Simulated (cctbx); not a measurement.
## YMo: solution and refinement

Cell a = 3.2370 Å, b = 3.2370 Å, c = 5.4170 Å, α = 90.00°, β = 90.00°, γ = 120.00°; space group P-6m2 (no. 187); content Mo1 Y1.

Simulated single-crystal data (cctbx): Cu Kα, λ = 1.54184 Å, to d = 0.8 Å, 80 % of the full sphere, strongest reflection 5000 counts, noise from counting, a 4 % proportional error and a noise floor of 2 counts (s.d.); no absorption.

Charge flipping in P1 on normalised amplitudes to 0.8 Å, δ = 1 σ, 20 % of the reflections treated as weak, 100 cycles:

```text
cycle      R  skewness
    0  0.542     0.41
    8  0.466     1.41
   16  0.379     3.92
   24  0.292     4.14
   32  0.272     4.56
   40  0.270     4.11
   48  0.294     4.10
   56  0.279     4.09
   64  0.253     4.00
   72  0.265     4.05
   80  0.246     4.12
   88  0.244     4.11
   96  0.242     3.92
origin shift          correlation  skewness
 0.020  0.901  0.408      0.964      5.30
 0.095  0.599  0.460      0.807      1.54
 0.261  0.539  0.068      0.774      1.92
 0.353  0.567 -0.592      0.964      5.30
taken: symmetry correlation 0.964, skewness 5.30
peak      x       y       z  mult  height/sigma
Q1    0.0000  0.0000  0.0000    1     14.4
Q2    0.6667  0.3333  0.5000    1      7.6
Q3    0.3333  0.6667  0.5000    1      3.2
Q4    0.2395  0.4789  0.2776    6      1.4
Q5    0.2303  0.4606  0.0000    3      0.8
Q6    0.1448  0.2896  0.5000    3      0.7
Q7    0.0000  0.0000  0.1849    2      0.6
```

The origin is taken among those within 0.04 of the best correlation, by the skewness of the map.

Run time: 0.24 s on 1 thread of Arm Neoverse V2, with other jobs on the host, peak memory 0.07 GiB.

Q: Assign the peaks.

Heights go roughly as Z and multiplicities must add up to the content. First model: Q1 = Mo1 (1 in the cell, height 14.4) and Q2 = Y1 (1 in the cell, height 7.6). Against the true structure, Q1 is Mo and Q2 is Y; the other peaks are not atoms.

Least squares on F², isotropic:

```text
Rint 0.037, 57 unique reflections to 0.80 A
cycle     R1     wR2    GooF  max shift (A)
   1  0.1013  0.2079   7.991   0.00000
   2  0.0107  0.0234   0.898   0.00000
final R1 0.0107 wR2 0.0234 GooF 0.898  parameters 2  data/parameter 28.5
atom        x        y        z      Ueq    occ   su(xyz)  su(Uiso or U11)
Mo1    0.00000  0.00000  0.00000   0.0059  1.000  0.00000  0.0002
Y1     0.66667  0.33333  0.50000   0.0063  1.000  0.00000  0.0002
difference map: max 0.36 min -0.30 rms 0.11
Q1    0.4015  0.2007  0.5000    3    0.40  0.74 A from Y1
Q2    0.5653  0.1306  0.5000    3    0.27  0.57 A from Y1
Q3    0.0056  0.3120  0.0000    6    0.26  1.00 A from Mo1
Q4    0.2065  0.4130  0.5000    3    0.25  1.63 A from Y1
Q5    0.3333  0.6667  0.3868    2    0.20  1.97 A from Y1
```

Anisotropic refinement:

```text
Rint 0.037, 57 unique reflections to 0.80 A
cycle     R1     wR2    GooF  max shift (A)
   1  0.0107  0.0234   0.915   0.00000
   2  0.0105  0.0231   0.903   0.00000
final R1 0.0105 wR2 0.0231 GooF 0.903  parameters 4  data/parameter 14.2
atom        x        y        z      Ueq    occ   su(xyz)  su(Uiso or U11)
Mo1    0.00000  0.00000  0.00000   0.0059  1.000  0.00000  0.0003
Y1     0.66667  0.33333  0.50000   0.0063  1.000  0.00000  0.0003
Flack x: -0.06(15)
Hooft y: -0.015(79)  Bijvoet pairs: 22
difference map: max 0.32 min -0.29 rms 0.11
Q1    0.3785  0.1892  0.5000    3    0.36  0.81 A from Y1
Q2    0.0021  0.3112  0.0000    6    0.26  1.00 A from Mo1
Q3    0.2085  0.4171  0.5000    3    0.24  1.64 A from Y1
Q4    0.5339  0.0677  0.5000    3    0.22  0.74 A from Y1
Q5    0.3333  0.6667  0.3765    2    0.19  1.99 A from Y1
Q6    0.6667  0.3333  0.3443    2    0.18  0.84 A from Y1
```

**Reading.** The refinement ends at R1 = 0.0105, wR2 = 0.0231, GooF = 0.90, with difference density between -0.29 and 0.32 e/Å³. Every site matches the true model in element, within 0.001 Å r.m.s., up to an allowed shift of origin or inversion. Flack x = -0.06 with s.u. 0.15: the s.u. is too large to fix the absolute structure.

True model:

| atom | mult. | x | y | z | Ueq (Å²) |
| --- | --- | --- | --- | --- | --- |
| Mo1 | 1 | 0 | 0 | 1/2 | 0.0054 |
| Y1 | 1 | 2/3 | 1/3 | 0 | 0.0061 |

The model was made for the exercise: a known structure type with other elements put in, its volume estimated, not relaxed; displacement parameters are assumed.

[Middle refinement cycles are left out of these outputs.]

[Logs are printed without paths, hosts, clocks, repeated set-up lines and the standing remarks that a program may print on its own settings, such as how far it seeks lower states.]
